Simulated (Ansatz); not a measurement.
# (KCl)2(NaI)2 [001] superlattice, started as rocksalt type: phonons and vibrational spectra, part 3 of 3

Wanted: phonon frequencies of (KCl)2(NaI)2 [001] superlattice, started as rocksalt type and what follows from them.

Ansatz 0.2.0; DFT PBEsol, scalar-relativistic, plane waves, PAW.

So far. Step 3 (Relaxing to small forces for the phonons): The largest force component left is 0.53 meV/Å and the pressure is 0.000 GPa, within the tolerances set. The cell now holds 31.62 Å³/atom. The relaxed cell has a = 4.466, c = 12.686 Å (conventional setting).

The structure was built from a prototype and need not be the compound's stable phase.

## (4) Modes at Γ (continued)

Optical modes at the zone centre, without and with the macroscopic field of the longitudinal modes; each column is sorted by frequency, so a row need not hold one and the same mode. Modes with and without the field, by row:

```
rank among optical modes  no field (cm⁻¹)  q along (1, 0, 0) (cm⁻¹)  q along (0, 0, 1) (cm⁻¹)
                       1             33.3                      33.3                      33.3
                       2             33.3                      33.3                      33.3
                       3             35.6                      35.6                      35.6
                       4             35.6                        36                      35.6
                       5             52.5                      52.5                      52.5
                       6             52.5                      52.5                      52.5
                       7             65.2                      65.2                      65.2
                       8             90.7                      90.7                      90.8
                       9             99.4                      99.4                      99.4
                      10            109.3                     109.3                     126.1
                      11            126.1                     126.1                     126.1
                      12            126.1                     128.2                     128.2
                      13            128.2                     128.2                     128.2
                      14            128.2                     128.3                     131.9
                      15            131.9                     131.9                     131.9
                      16            131.9                     132.7                     132.7
                      17            132.7                     132.7                     132.7
                      18            132.7                       136                     135.1
                      19              136                     150.6                       136
                      20            150.6                     155.8                     150.6
                      21            155.8                     188.5                     193.7
```

Born charge (rows field, columns displacement) (e), principal values of the symmetric part by kind of site:

```
atom  atoms with these values    low  middle   high   mean
 Cl1                        2  -1.35   -1.15  -1.15  -1.21
  I3                        2  -1.16   -1.16  -0.93  -1.08
  K5                        2   1.11    1.11   1.27   1.16
 Na7                        2   1.01    1.20   1.20   1.14
```

In full for I3:

```
-1.16  0.00  0.00
 0.00 -1.16  0.00
 0.00  0.00 -0.93
```

High-frequency dielectric tensor:

```
2.94 0.00 0.00
0.00 2.94 0.00
0.00 0.00 2.85
```

Static dielectric tensor (ions relaxed, fixed cell):

```
6.40 0.00 0.00
0.00 6.40 0.00
0.00 0.00 6.75
```

Transverse modes. Infrared lines, with heights relative to the strongest:

```
position (cm⁻¹)  relative intensity
             33                 0.0
             36                 0.7
             52                 0.0
             65                 0.0
             91                 0.6
             99                 0.0
            109                  56
            126                  65
            128                 0.0
            132                 100
            133                 0.0
            136                 0.0
            151                 0.0
            156                  28
```

Activity x (w_L - w)^4 (n + 1)/w, 532 nm, 300 K; modes without the macroscopic field alone. Lines of the Raman spectrum (strongest = 100):

```
position (cm⁻¹)  relative intensity
             33                 100
             36                 0.0
             52                 1.5
             65                  52
             91                 0.0
             99                  50
            109                 0.0
            126                 0.0
            128                 1.0
            132                 0.0
            133                 3.4
            136                 1.4
            151                  39
            156                 0.0
```

Before it was imposed, the acoustic sum rule was missed by 1.7e-4 eV/Å² and the charge sum rule by 0.024 e. Small misses are needed for a sound result but don't prove that mesh and cutoff are converged. The lowest optical mode is real, 33.3 cm⁻¹.

The log warns of the k mesh: “the force constants stand on the 4×4×2 k-mesh, whose period is 11.50 times the interband length at k = (0.0000, 0.0000, 0.0000), direct gap 3.699 eV, under 14: take them and everything formed from them as unconverged”.

## (5) Isotope substitution, element Cl, natural mass 35.45 amu

An isotope changes the mass and not the force constants, so no new electronic calculation is needed; the shifts show which modes move this element.

The same force constants with the mass of Cl changed from 35.450 to 36.966 u (phonopy, no LO-TO term). Both lists are sorted by frequency; levels can cross, so a row need not hold one and the same mode. Modes under 3 cm⁻¹ are left out. Isotope shifts, by row:

```
    q  rank  natural mass (cm⁻¹)  changed mass (cm⁻¹)
0 0 0     4                33.33                33.29
0 0 0     5                33.33                33.29
0 0 0     6                35.56                35.35
0 0 0     7                35.56                35.35
0 0 0     8                52.53                 52.1
0 0 0     9                52.53                 52.1
0 0 0    10                65.23                65.23
0 0 0    11                90.65                89.82
0 0 0    12                99.39                98.71
0 0 0    13                109.3                109.2
0 0 0    14                126.1                124.6
0 0 0    15                126.1                124.6
0 0 0    16                128.2                126.8
0 0 0    17                128.2                126.8
0 0 0    18                131.9                131.9
0 0 0    19                131.9                131.9
0 0 0    20                132.7                132.7
0 0 0    21                132.7                132.7
0 0 0    22                  136                134.8
0 0 0    23                150.6                149.8
0 0 0    24                155.8                154.7
```

A mode of this element alone would shift by -2.07 %. The highest zone-centre frequency without the field goes from 155.8 to 154.7 cm⁻¹ (-0.7 %). The product of the frequency ratios over all optical modes at Γ is 0.891; the product rule, (m/m′)^(3k/2) (M′/M)^(3/2) with k = 2 such atoms and M the mass of the cell, gives 0.891.

## (6) Another isotope, element K, natural mass 39.0983 amu

The same for K, from 39.10 to 40.96 u.

A mode of this element alone would shift by -2.30 %. The highest zone-centre frequency without the field goes from 155.8 to 153.8 cm⁻¹ (-1.3 %). The product of the frequency ratios over all optical modes at Γ is 0.880; the product rule, (m/m′)^(3k/2) (M′/M)^(3/2) with k = 2 such atoms and M the mass of the cell, gives 0.880.

## (7) Outcome

```json
{
  "space group after relaxation (within 0.01 Å)": "P4/nmm",
  "volume per atom": "31.6 Å³",
  "gap on the k-mesh": "3.70 eV",
  "highest optical mode at the zone centre (no LO-TO term)": "156 cm⁻¹",
  "top of the zone-centre spectrum with the field": "194 cm⁻¹",
  "lowest optical zone-centre mode": "33.3 cm⁻¹",
  "mean high-frequency dielectric constant": "2.91",
  "mean static dielectric constant": "6.51",
  "largest Born charge (third of the trace)": "-1.21 e",
  "imaginary modes at Γ (the only wavevector solved)": "none"
}
```

**Reading.** The structure is stable against zone-centre distortions, since no mode there is imaginary; runs at other wavevectors are not part of this account. Without the field, the optical modes at Γ span 33 to 156 cm⁻¹. The dispersion is not part of this account. With the macroscopic field of the longitudinal modes the top of the zone-centre spectrum lies at 194 cm⁻¹, against 156 cm⁻¹ without it. Lattice motion raises the mean dielectric constant from 2.911 to 6.514. The strongest infrared line is at 132 cm⁻¹. Averaged over orientations, the strongest Raman line at 532 nm and 300 K is at 33 cm⁻¹. With the field response the log warns that the k mesh is coarse for the force constants too, so the frequencies may not be converged. Spin-orbit coupling is left out, which can matter for the heavy elements here. The starting cell was built on a prototype and not taken from a measurement, so the phase need not exist. These are harmonic frequencies at zero temperature: anharmonic shifts, linewidths and thermal expansion are left out.

[Logs are printed without paths, hosts, clocks, repeated set-up lines and the standing remarks that a program may print on its own settings, such as how far it seeks lower states.]

[Hosts, paths, dates, database ids (printed as entryN), source tags and the programs' standing remarks are cut or masked in the printed files.]
